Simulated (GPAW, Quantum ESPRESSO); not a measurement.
The Be K edge of atom 1 in Be (Im-3m), with 8 Be at 2.17 Å and 6 Be at 2.51 Å (cube and octahedron, as in bcc, site symmetry m-3m), was computed in 2 ways: excited-electron core hole (neutral cell) and no core hole. Program and functional: Quantum ESPRESSO XSpectra, LDA, Lorentzian half width 0.3 eV up to 4 eV, rising linearly to 2.5 eV at 25 eV; cells of 1 and 15 atoms (the run without a hole in the smaller).

Each run is counted from its own lowest empty level or Fermi level and scaled to a mean of 1 over its first 20 eV.

```tsv
E (eV)	run 1	run 2
-2.0	0.05	0.03
-1.5	0.06	0.04
-1.0	0.10	0.05
-0.5	0.18	0.08
0.0	0.56	0.19
0.5	0.93	0.40
1.0	0.98	0.56
1.5	0.99	0.54
2.0	0.96	0.55
2.5	1.03	0.58
3.0	1.12	0.59
3.5	1.21	0.50
4.0	1.29	0.74
4.5	1.32	0.70
5.0	1.26	0.70
5.5	1.16	0.83
6.0	1.14	0.85
6.5	1.14	0.82
7.0	1.15	0.90
7.5	1.18	0.88
8.0	1.20	0.90
8.5	1.24	0.96
9.0	1.29	0.97
9.5	1.35	1.01
10.0	1.38	1.11
10.5	1.37	1.18
11.0	1.31	1.24
11.5	1.22	1.31
12.0	1.14	1.34
12.5	1.08	1.35
13.0	1.05	1.37
13.5	1.01	1.40
14.0	0.98	1.43
14.5	0.94	1.49
15.0	0.88	1.55
15.5	0.82	1.58
16.0	0.75	1.56
16.5	0.68	1.48
17.0	0.62	1.36
17.5	0.56	1.22
18.0	0.50	1.08
18.5	0.46	0.95
19.0	0.43	0.85
19.5	0.41	0.76
20.0	0.41	0.70
20.5	0.41	0.66
21.0	0.42	0.64
21.5	0.43	0.62
22.0	0.45	0.62
22.5	0.47	0.63
23.0	0.50	0.64
23.5	0.53	0.67
24.0	0.56	0.69
24.5	0.58	0.72
25.0	0.60	0.75
25.5	0.61	0.78
26.0	0.62	0.81
26.5	0.62	0.83
27.0	0.62	0.84
27.5	0.61	0.84
28.0	0.61	0.85
28.5	0.60	0.84
29.0	0.59	0.84
29.5	0.59	0.84
30.0	0.58	0.83
30.5	0.58	0.83
31.0	0.57	0.82
31.5	0.57	0.82
32.0	0.57	0.81
```

This is not the structure that Be takes at ambient pressure and room temperature (hexagonal, No. 194); it is a model or a phase of other conditions.

Question: Which run is which?

Run 1: excited-electron core hole (neutral cell) (area from −2 to 6 eV 6.9, main maxima 1.6 eV (1.00), 4.6 eV (1.32) and 10.2 eV (1.38)). Run 2: no core hole (area from −2 to 6 eV 3.7, main maxima 0.9 eV (0.57), 4.2 eV (0.82), 5.8 eV (0.87), 7.1 eV (0.91) and 15.5 eV (1.58)). With each curve scaled to its own mean, the area from −2 to 6 eV with the hole is 6.9 against 3.7, and the centre of weight from −1 to 20 eV moves by -2.5 eV: the hole pulls the absorber's empty states down.

[Banner, clock and machine lines of the logs are left out without a mark of their own.]

[Logs are printed without paths, hosts, clocks, repeated set-up lines and the standing remarks that a program may print on its own settings, such as how far it seeks lower states.]

[Hosts, paths, dates, database ids (printed as entryN), source tags and the programs' standing remarks are cut or masked in the printed files.]

[Lists of maxima count a maximum above −3 eV only where it reaches 4 % of the highest in the window and stands out from its surroundings by 2 % of it (1.5 % where it reaches 55 %); shoulders and weaker maxima are passed over, and of the rest the first, up to two pre-edge ones and the few strongest are named.]
